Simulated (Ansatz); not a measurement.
## How fast states decay through K2LiGaBr6

A new crystal, K2LiGaBr6: structure, gap and complex bands. It is built by putting Br for F in the K2LiGaF6 structure of space group Fm-3m, with the volume rescaled by atomic radii. The parent structure comes from the Materials Project.

Method: PBE DFT, plane waves, PAW files, in the first sound run; inputs show where later runs differ, in Ansatz 0.2.0.

Most raw output is cut from this account.

The structure was built from a prototype and need not be the compound's stable phase.

**1. The starting structure**

Symmetry: Fm-3m, No. 225, cubic system. The conventional cell has a = 9.473 Å, b = 9.473 Å, c = 9.473 Å, α = 90.00°, β = 90.00°, γ = 90.00°. Nearest to K lie 12 Br at 3.35 Å. Nearest to Li lie 6 Br at 2.48 Å. Nearest to Ga lie 6 Br at 2.26 Å. Nearest to Br lie 1 Ga at 2.26 Å and 1 Li at 2.48 Å and 4 K at 3.35 Å. It derives from K2LiGaF6. Br for F in the K2LiGaF6 structure of space group Fm-3m. Farther neighbours and most contacts between anions are not listed.

**2. Cell and atoms at rest**

The substituted atoms don't fit the parent's cell, so cell and atoms relax together. A small smearing keeps the run stable in case the gap closes on the way.

File input.yaml:

```yaml
crystal:
  lattice:
    - [0.0, 4.7364746524, 4.7364746524]
    - [4.7364746524, 0.0, 4.7364746524]
    - [4.7364746524, 4.7364746524, 0.0]
  atoms:
    - { symbol: K, position: [0.75, 0.75, 0.75] }
    - { symbol: K, position: [0.25, 0.25, 0.25] }
    - { symbol: Li, position: [0.5, 0.5, 0.5] }
    - { symbol: Ga, position: [0.0, 0.0, 0.0] }
    - { symbol: Br, position: [0.761506, 0.238494, 0.238494] }
    - { symbol: Br, position: [0.238494, 0.238494, 0.761506] }
    - { symbol: Br, position: [0.238494, 0.761506, 0.761506] }
    - { symbol: Br, position: [0.238494, 0.761506, 0.238494] }
    - { symbol: Br, position: [0.761506, 0.238494, 0.761506] }
    - { symbol: Br, position: [0.761506, 0.761506, 0.238494] }
kpoints:
  mp_grid: { grid: [4, 4, 4] }
scf:
  occupations: { method: gaussian, width: 0.03 }
hamiltonian:
  xc: pbe
output:
  forces: true
  stress: true
relax:
  f_tol: 0.02
  max_steps: 60
  cell: {}
```

Started as:

```console
$ ansatz run input.yaml --threads 2 --pin off --max-ram 4096MiB --backend cpu --events-out ev --progress --plain --runs-dir out
```

Wall time 7.4 s (2 threads of AMD EPYC 9R45, shared host); peak memory 0.7 GiB; 14 s of CPU time.

The steps of the relaxation:

| step | energy less that of the first step (eV) | largest force component (eV/Å) | pressure (GPa) | volume (Å³) |
| --- | --- | --- | --- | --- |
| 1 | 0.0000 | 3.2984 | 20.98 | 212.52 |
| 2 | -3.4274 | 0.2865 | 6.97 | 245.12 |
| 3 | -4.2169 | 0.4370 | 2.14 | 280.26 |
| 4 | -4.3330 | 0.1193 | 0.51 | 292.84 |
| 5 | -4.3414 | 0.0174 | 0.04 | 296.84 |
| 6* | -4.3754 | 0.0126 | 0.27 | 296.84 |
| 7 | -4.3781 | 0.0003 | 0.04 | 300.09 |
| 8* | -4.3783 | 0.0003 | 0.04 | 300.09 |

Relaxation steps marked * repeat the geometry before them on a plane-wave basis chosen anew for their cell, so energy and pressure can jump there.

Forces are held to the 48 operations that the run works with; a distortion that breaks them can't arise in this run.

| cell as run | before | after | change |
| --- | --- | --- | --- |
| a (Å) | 6.698 | 7.515 | +12.2 % |
| b (Å) | 6.698 | 7.515 | +12.2 % |
| c (Å) | 6.698 | 7.515 | +12.2 % |
| volume (Å³/atom) | 21.25 | 30.01 | +41.2 % |

The atoms that moved most (Å, as changes of fractional coordinates times the final cell):

| atom | dx | dy | dz | length |
| --- | --- | --- | --- | --- |
| Br10 | 0.000 | 0.000 | -0.034 | 0.034 |
| Br6 | 0.000 | 0.000 | 0.034 | 0.034 |
| Br8 | 0.000 | 0.034 | 0.000 | 0.034 |
| Br5 | 0.034 | 0.000 | 0.000 | 0.034 |
| Br9 | 0.000 | -0.034 | 0.000 | 0.034 |
| Br7 | -0.034 | 0.000 | 0.000 | 0.034 |

Numbers from this step:

- free energy: -23775.1724 eV
- Fermi energy: 2.969 eV
- pressure: 0.03574 GPa

The largest force component on a free atom ends at 3.1e-4 eV/Å.

**3. The bulk crystal and its band edges**

The energy window and the wavevectors of the next steps follow from the band edges, so these are searched first, off the mesh as well.

File input.yaml:

```yaml
crystal:
  lattice:
    - [0.0, 5.3138369443, 5.3138369443]
    - [5.3138369443, 0.0, 5.3138369443]
    - [5.3138369443, 5.3138369443, 0.0]
  atoms:
    - { symbol: K, position: [0.75, 0.75, 0.75] }
    - { symbol: K, position: [0.25, 0.25, 0.25] }
    - { symbol: Li, position: [0.5, 0.5, 0.5] }
    - { symbol: Ga, position: [0.0, 0.0, 0.0] }
    - { symbol: Br, position: [0.7582693496, 0.2417306504, 0.2417306504] }
    - { symbol: Br, position: [0.2417306504, 0.2417306504, 0.7582693496] }
    - { symbol: Br, position: [0.2417306504, 0.7582693496, 0.7582693496] }
    - { symbol: Br, position: [0.2417306504, 0.7582693496, 0.2417306504] }
    - { symbol: Br, position: [0.7582693496, 0.2417306504, 0.7582693496] }
    - { symbol: Br, position: [0.7582693496, 0.7582693496, 0.2417306504] }
kpoints:
  mp_grid: { grid: [4, 4, 4] }
  band_path: { path: [VBM, CBM], npoints: 30 }
scf:
  occupations: { method: fixed }
hamiltonian:
  xc: pbe
output:
  eigenvalues: true
  write_potential: true
  write_density: true
  volumetric_format: npy
```

The job ended after 4.9 s (2 threads; peak memory 0.66 GiB).

This step gave:

```
free energy         : -23775.1726 eV
Fermi energy        : 2.370 eV
gap on the k-mesh   : 1.196 eV
gap on path         : 1.196 eV, by band count; negative where bands overlap
direct gap on path  : 1.196 eV
edge places on path : 0, 0 1/A along the path
```

Levels at VBM (eV): -6.03, -3.31, -3.31, -3.31, -2.25, -2.25, -2.25, -0.80, -0.80, -0.80, -0.78, -0.78, -0.53, -0.53, -0.53, 0.00, 0.00, 0.00, 1.20, 4.32, 5.08, 5.08, 5.08, 5.38, 6.17, 6.17, 6.85, 6.85.

The searched edges give 1.20 eV, as on the mesh.

**4. Decaying states in the gap**

This step: PBE DFT, plane waves, PAW files; complex bands by layer matching along the plane's normal (Ansatz 0.2.0).

The same crystal is laid in a cell whose first two vectors span the (111) plane (indices of the standard conventional cell, whose axes can be ordered otherwise than in the bulk input). At fixed energy and wavevector in the plane the solver finds all kz, real and complex. A few wavevectors are listed, (0, 0) and (0.5, 0) in units of the plane's reciprocal vectors; the slowest state needn't be among them.

File input.yaml:

```yaml
crystal:
  lattice:
    - [7.514900275, 0.0, 0.0]
    - [3.757450137, 6.508094545, 0.0]
    - [3.757450137, 2.169364848, 6.13589038]
  atoms:
    - { symbol: K, position: [0.25, 0.25, 0.25] }
    - { symbol: K, position: [0.75, 0.75, 0.75] }
    - { symbol: Li, position: [0.5, 0.5, 0.5] }
    - { symbol: Ga, position: [0.0, 0.0, 0.0] }
    - { symbol: Br, position: [0.7582693496, 0.7582693496, 0.2417306504] }
    - { symbol: Br, position: [0.7582693496, 0.2417306504, 0.2417306504] }
    - { symbol: Br, position: [0.2417306504, 0.2417306504, 0.7582693496] }
    - { symbol: Br, position: [0.2417306504, 0.7582693496, 0.2417306504] }
    - { symbol: Br, position: [0.7582693496, 0.2417306504, 0.7582693496] }
    - { symbol: Br, position: [0.2417306504, 0.7582693496, 0.7582693496] }
kpoints:
  mp_grid: { grid: [4, 4, 4] }
scf:
  occupations: { method: fixed }
hamiltonian:
  xc: pbe
output:
  eigenvalues: true
  transmission:
    leads: [[0, 0]]
    kpoints: [[0.0, 0.0], [0.5, 0.0]]
    e_range: [-1.0, 2.2]
    de: 0.08
```

Elapsed: 56 s, on 2 threads; peak memory 1.8 GiB; 91 s of CPU time.

This step gave:

| Item | Value |
| --- | --- |
| level to which the leads are filled | 0.5980 eV from the Fermi level |
| decay constant at the filling level, zone centre | 0.1737 Å⁻¹ |
| decay constant at the filling level, slowest listed point | 0.1737 Å⁻¹ |

K parallel (0, 0); values up to 1.5 1/Å, a degenerate pair printed once or twice; energies at which all values exceed this have no row. The Im kz of the slowest decaying states by energy, zero at the highest filled level on the SCF mesh:

| energy (eV) | decay 1 (Å⁻¹) | decay 2 (Å⁻¹) | decay 3 (Å⁻¹) | decay 4 (Å⁻¹) |
| --- | --- | --- | --- | --- |
| -1.00 | 0.344 | 0.545 | 0.632 | 0.840 |
| -0.84 | 0.151 | 0.545 | 0.639 | 0.771 |
| -0.76 | 0.0579 | 0.120 | 0.545 | 0.619 |
| -0.60 | 0.172 | 0.250 | 0.543 | 0.645 |
| -0.52 | 0.0228 | 0.0278 | 0.147 | 0.200 |
| -0.36 | 0.0491 | 0.100 | 0.108 | 0.267 |
| -0.20 | 0.142 | 0.305 | 0.416 | 0.534 |
| -0.12 | 0.154 | 0.322 | 0.461 | 0.532 |
| -0.04 | 0.163 | 0.338 | 0.501 | 0.530 |
| 0.04 | 0.0934 | 0.136 | 0.170 | 0.351 |
| 0.12 | 0.152 | 0.175 | 0.231 | 0.364 |
| 0.28 | 0.180 | 0.212 | 0.338 | 0.386 |
| 0.44 | 0.180 | 0.246 | 0.404 | 0.407 |
| 0.52 | 0.178 | 0.259 | 0.412 | 0.435 |
| 0.68 | 0.168 | 0.280 | 0.426 | 0.481 |
| 0.76 | 0.160 | 0.289 | 0.432 | 0.495 |
| 0.92 | 0.136 | 0.303 | 0.443 | 0.487 |
| 1.08 | 0.0944 | 0.314 | 0.452 | 0.478 |
| 1.16 | 0.0542 | 0.319 | 0.456 | 0.474 |
| 1.32 | 0.327 | 0.462 | 0.464 | 0.596 |
| 1.40 | 0.330 | 0.459 | 0.465 | 0.606 |
| 1.56 | 0.335 | 0.449 | 0.470 | 0.605 |
| 1.72 | 0.339 | 0.439 | 0.474 | 0.597 |
| 1.80 | 0.340 | 0.434 | 0.475 | 0.593 |
| 1.96 | 0.342 | 0.423 | 0.477 | 0.585 |
| 2.04 | 0.342 | 0.418 | 0.478 | 0.580 |
| 2.20 | 0.0911 | 0.342 | 0.406 | 0.478 |

K parallel (0, 0). Table of Re kz of states that move upwards by energy, zero at the highest filled level on the SCF mesh:

| energy (eV) | channel 1 (Å⁻¹) | channel 2 (Å⁻¹) | channel 3 (Å⁻¹) | channel 4 = channel 5 (Å⁻¹) |
| --- | --- | --- | --- | --- |
| -1.00 | -0.242 | -0.242 | -0.225 | -0.199 |
| -0.84 | -0.172 | -0.109 | -0.109 | -0.0981 |
| -0.68 | -0.114 | 0.292 | - | - |
| -0.52 | 0.275 | 0.275 | - | - |
| -0.36 | - | - | - | - |
| -0.20 | -0.333 | -0.275 | -0.275 | - |
| -0.04 | -0.140 | -0.100 | -0.100 | - |
| 0.12 | - | - | - | - |
| 0.28 | - | - | - | - |
| 0.44 | - | - | - | - |
| 0.60 | - | - | - | - |
| 0.76 | - | - | - | - |
| 0.92 | - | - | - | - |
| 1.08 | - | - | - | - |
| 1.24 | 0.0621 | - | - | - |
| 1.40 | 0.142 | - | - | - |
| 1.56 | 0.202 | - | - | - |
| 1.72 | 0.260 | - | - | - |
| 1.88 | 0.322 | - | - | - |
| 2.04 | 0.401 | - | - | - |
| 2.20 | - | - | - | - |

K parallel (0.5, 0); values up to 1.5 1/Å, a degenerate pair printed once or twice; energies at which all values exceed this have no row. Table of Im kz of the slowest decaying states by energy, zero at the highest filled level on the SCF mesh:

| energy (eV) | decay 1 (Å⁻¹) | decay 2 (Å⁻¹) | decay 3 (Å⁻¹) | decay 4 (Å⁻¹) |
| --- | --- | --- | --- | --- |
| -1.00 | 0.0249 | 0.0296 | 0.0791 | 0.0877 |
| -0.84 | 0.0366 | 0.0887 | 0.401 | 0.654 |
| -0.76 | 0.140 | 0.315 | 0.659 | 0.788 |
| -0.60 | 0.123 | 0.295 | 0.665 | 0.806 |
| -0.52 | 0.0327 | 0.178 | 0.338 | 0.668 |
| -0.36 | 0.0713 | 0.126 | 0.191 | 0.248 |
| -0.20 | 0.134 | 0.182 | 0.185 | 0.267 |
| -0.12 | 0.168 | 0.205 | 0.227 | 0.295 |
| -0.04 | 0.194 | 0.221 | 0.262 | 0.319 |
| 0.04 | 0.138 | 0.216 | 0.234 | 0.291 |
| 0.12 | 0.201 | 0.239 | 0.240 | 0.316 |
| 0.28 | 0.263 | 0.269 | 0.357 | 0.388 |
| 0.44 | 0.281 | 0.310 | 0.390 | 0.411 |
| 0.52 | 0.288 | 0.326 | 0.404 | 0.420 |
| 0.68 | 0.299 | 0.351 | 0.431 | 0.437 |
| 0.76 | 0.304 | 0.361 | 0.445 | 0.445 |
| 0.92 | 0.310 | 0.379 | 0.459 | 0.462 |
| 1.08 | 0.303 | 0.323 | 0.393 | 0.471 |
| 1.16 | 0.298 | 0.328 | 0.399 | 0.476 |
| 1.32 | 0.286 | 0.337 | 0.409 | 0.485 |
| 1.40 | 0.279 | 0.340 | 0.413 | 0.490 |
| 1.56 | 0.259 | 0.345 | 0.421 | 0.497 |
| 1.72 | 0.232 | 0.349 | 0.426 | 0.504 |
| 1.80 | 0.214 | 0.350 | 0.429 | 0.507 |
| 1.96 | 0.163 | 0.352 | 0.433 | 0.512 |
| 2.04 | 0.123 | 0.352 | 0.434 | 0.514 |
| 2.20 | 0.352 | 0.436 | 0.518 | 0.529 |

At the listed wavevectors the last open channel is at -0.04 eV and the next at +1.24 eV on the grid. At +0.60 eV, the grid energy nearest the filling level (the middle of the gap on the SCF mesh), the slowest state at the listed wavevectors decays with κ = 0.174 Å⁻¹, its amplitude falling by e over 5.8 Å. Through 1 nm of this crystal that state's transmission falls by exp(−2 × 0.174 Å⁻¹ × 10 Å) = 0.031.

**5. Band edges at another level**

This step: PBEsol DFT, plane waves, PAW files (Ansatz 0.2.0).

The edges again with PBEsol, at the same atoms.

File input.yaml:

```yaml
crystal:
  lattice:
    - [0.0, 5.3138369443, 5.3138369443]
    - [5.3138369443, 0.0, 5.3138369443]
    - [5.3138369443, 5.3138369443, 0.0]
  atoms:
    - { symbol: K, position: [0.75, 0.75, 0.75] }
    - { symbol: K, position: [0.25, 0.25, 0.25] }
    - { symbol: Li, position: [0.5, 0.5, 0.5] }
    - { symbol: Ga, position: [0.0, 0.0, 0.0] }
    - { symbol: Br, position: [0.7582693496, 0.2417306504, 0.2417306504] }
    - { symbol: Br, position: [0.2417306504, 0.2417306504, 0.7582693496] }
    - { symbol: Br, position: [0.2417306504, 0.7582693496, 0.7582693496] }
    - { symbol: Br, position: [0.2417306504, 0.7582693496, 0.2417306504] }
    - { symbol: Br, position: [0.7582693496, 0.2417306504, 0.7582693496] }
    - { symbol: Br, position: [0.7582693496, 0.7582693496, 0.2417306504] }
kpoints:
  mp_grid: { grid: [4, 4, 4] }
  band_path: { path: [VBM, CBM], npoints: 30 }
scf:
  occupations: { method: fixed }
hamiltonian:
  xc: pbesol
output:
  eigenvalues: true
```

The job ended after 5 s (2 threads; peak memory 0.66 GiB; 9.7 s of CPU time).

Numbers from this step:

- free energy: -23409.8341 eV
- Fermi energy: 2.284 eV
- gap on the k-mesh: 1.124 eV
- gap on path: 1.124 eV, by band count; negative where bands overlap
- direct gap on path: 1.124 eV

Levels at VBM (eV): -6.09, -3.35, -3.35, -3.35, -2.29, -2.29, -2.29, -0.81, -0.81, -0.81, -0.79, -0.79, -0.54, -0.54, -0.54, 0.00, 0.00, 0.00, 1.12, 4.18, 4.96, 4.96, 4.96, 5.28, 6.06, 6.06, 6.75, 6.75.

The searched edges give 1.12 eV, as on the mesh.

Between step 3 and this run (PBEsol) the value for the gap on the k-mesh moves from 1.20 eV to 1.12 eV.

**6. Complex bands at another level**

This step: PBEsol DFT, plane waves, PAW files; complex bands by layer matching along the plane's normal (Ansatz 0.2.0).

The complex bands at that level, over its own gap, at (0, 0) and (0.5, 0).

File input.yaml:

```yaml
crystal:
  lattice:
    - [7.514900275, 0.0, 0.0]
    - [3.757450137, 6.508094545, 0.0]
    - [3.757450137, 2.169364848, 6.13589038]
  atoms:
    - { symbol: K, position: [0.25, 0.25, 0.25] }
    - { symbol: K, position: [0.75, 0.75, 0.75] }
    - { symbol: Li, position: [0.5, 0.5, 0.5] }
    - { symbol: Ga, position: [0.0, 0.0, 0.0] }
    - { symbol: Br, position: [0.7582693496, 0.7582693496, 0.2417306504] }
    - { symbol: Br, position: [0.7582693496, 0.2417306504, 0.2417306504] }
    - { symbol: Br, position: [0.2417306504, 0.2417306504, 0.7582693496] }
    - { symbol: Br, position: [0.2417306504, 0.7582693496, 0.2417306504] }
    - { symbol: Br, position: [0.7582693496, 0.2417306504, 0.7582693496] }
    - { symbol: Br, position: [0.2417306504, 0.7582693496, 0.7582693496] }
kpoints:
  mp_grid: { grid: [4, 4, 4] }
scf:
  occupations: { method: fixed }
hamiltonian:
  xc: pbesol
output:
  eigenvalues: true
  transmission:
    leads: [[0, 0]]
    kpoints: [[0.0, 0.0], [0.5, 0.0]]
    e_range: [-1.0, 2.12]
    de: 0.08
```

The job ended after 55 s (2 threads; peak memory 1.7 GiB).

Numbers from this step:

```
level to which the leads are filled                       : 0.5618 eV from the Fermi level
decay constant at the filling level, zone centre          : 0.1639 Å⁻¹
decay constant at the filling level, slowest listed point : 0.1639 Å⁻¹
```

K parallel (0, 0); values up to 1.5 1/Å, a degenerate pair printed once or twice; energies at which all values exceed this have no row. The Im kz of the slowest decaying states by energy, zero at the highest filled level on the SCF mesh:

| energy (eV) | decay 1 (Å⁻¹) | decay 2 (Å⁻¹) | decay 3 (Å⁻¹) | decay 4 (Å⁻¹) |
| --- | --- | --- | --- | --- |
| -1.00 | 0.333 | 0.541 | 0.629 | 0.834 |
| -0.84 | 0.126 | 0.540 | 0.635 | 0.765 |
| -0.68 | 0.135 | 0.254 | 0.373 | 0.538 |
| -0.52 | 0.0370 | 0.0377 | 0.177 | 0.198 |
| -0.36 | 0.0434 | 0.0928 | 0.108 | 0.266 |
| -0.20 | 0.140 | 0.304 | 0.417 | 0.528 |
| -0.04 | 0.159 | 0.335 | 0.500 | 0.523 |
| 0.12 | 0.150 | 0.170 | 0.229 | 0.361 |
| 0.28 | 0.174 | 0.209 | 0.335 | 0.382 |
| 0.44 | 0.172 | 0.243 | 0.400 | 0.404 |
| 0.60 | 0.164 | 0.267 | 0.415 | 0.456 |
| 0.68 | 0.157 | 0.276 | 0.421 | 0.478 |
| 0.84 | 0.135 | 0.292 | 0.433 | 0.482 |
| 1.00 | 0.0951 | 0.304 | 0.442 | 0.473 |
| 1.16 | 0.314 | 0.450 | 0.463 | 0.570 |
| 1.32 | 0.321 | 0.454 | 0.456 | 0.592 |
| 1.48 | 0.327 | 0.443 | 0.462 | 0.602 |
| 1.64 | 0.331 | 0.433 | 0.465 | 0.594 |
| 1.80 | 0.333 | 0.422 | 0.468 | 0.586 |
| 1.96 | 0.335 | 0.411 | 0.470 | 0.577 |
| 2.12 | 0.0726 | 0.335 | 0.399 | 0.471 |

K parallel (0, 0). Re kz of states that move upwards against energy, zero at the highest filled level on the SCF mesh:

| energy (eV) | channel 1 (Å⁻¹) | channel 2 (Å⁻¹) | channel 3 (Å⁻¹) | channel 4 = channel 5 (Å⁻¹) |
| --- | --- | --- | --- | --- |
| -1.00 | -0.232 | -0.232 | -0.217 | -0.191 |
| -0.84 | -0.166 | -0.0946 | -0.0946 | -0.0829 |
| -0.76 | -0.139 | 0.190 | - | - |
| -0.60 | -0.0690 | 0.396 | - | - |
| -0.52 | 0.319 | 0.319 | - | - |
| -0.36 | - | - | - | - |
| -0.28 | -0.409 | -0.373 | -0.373 | - |
| -0.12 | -0.247 | -0.187 | -0.187 | - |
| -0.04 | -0.139 | -0.0990 | -0.0990 | - |
| 0.12 | - | - | - | - |
| 0.28 | - | - | - | - |
| 0.36 | - | - | - | - |
| 0.52 | - | - | - | - |
| 0.60 | - | - | - | - |
| 0.76 | - | - | - | - |
| 0.84 | - | - | - | - |
| 1.00 | - | - | - | - |
| 1.16 | 0.0551 | - | - | - |
| 1.24 | 0.102 | - | - | - |
| 1.40 | 0.167 | - | - | - |
| 1.48 | 0.196 | - | - | - |
| 1.64 | 0.253 | - | - | - |
| 1.72 | 0.282 | - | - | - |
| 1.88 | 0.347 | - | - | - |
| 1.96 | 0.387 | - | - | - |
| 2.12 | - | - | - | - |

K parallel (0.5, 0); values up to 1.5 1/Å, a degenerate pair printed once or twice; energies at which all values exceed this have no row. Im kz of the slowest decaying states against energy, zero at the highest filled level on the SCF mesh:

| energy (eV) | decay 1 (Å⁻¹) | decay 2 (Å⁻¹) | decay 3 (Å⁻¹) | decay 4 (Å⁻¹) |
| --- | --- | --- | --- | --- |
| -1.00 | 0.0244 | 0.0361 | 0.0568 | 0.0942 |
| -0.76 | 0.150 | 0.302 | 0.658 | 0.789 |
| -0.52 | 0.0543 | 0.181 | 0.341 | 0.667 |
| -0.36 | 0.0649 | 0.128 | 0.193 | 0.249 |
| -0.12 | 0.167 | 0.204 | 0.227 | 0.294 |
| -0.04 | 0.193 | 0.219 | 0.261 | 0.317 |
| 0.12 | 0.199 | 0.237 | 0.314 | 0.355 |
| 0.36 | 0.269 | 0.289 | 0.371 | 0.397 |
| 0.60 | 0.290 | 0.336 | 0.415 | 0.425 |
| 0.76 | 0.299 | 0.358 | 0.440 | 0.441 |
| 1.00 | 0.299 | 0.313 | 0.382 | 0.459 |
| 1.24 | 0.284 | 0.329 | 0.399 | 0.475 |
| 1.48 | 0.259 | 0.338 | 0.412 | 0.487 |
| 1.64 | 0.233 | 0.342 | 0.418 | 0.494 |
| 1.88 | 0.170 | 0.345 | 0.425 | 0.502 |
| 2.12 | 0.345 | 0.429 | 0.508 | 0.520 |

At the listed wavevectors the last open channel is at -0.04 eV and the next at +1.16 eV on the grid. At +0.60 eV, the grid energy nearest the filling level (the middle of the gap on the SCF mesh), the slowest state at the listed wavevectors decays with κ = 0.164 Å⁻¹, its amplitude falling by e over 6.1 Å; the first such run, plane (111), gave 0.174 Å⁻¹.

(Continued in part 2 of 2.)

[Logs are printed without paths, hosts, clocks, repeated set-up lines and the standing remarks that a program may print on its own settings, such as how far it seeks lower states.]

[Hosts, paths, dates, database ids (printed as entryN), source tags and the programs' standing remarks are cut or masked in the printed files.]
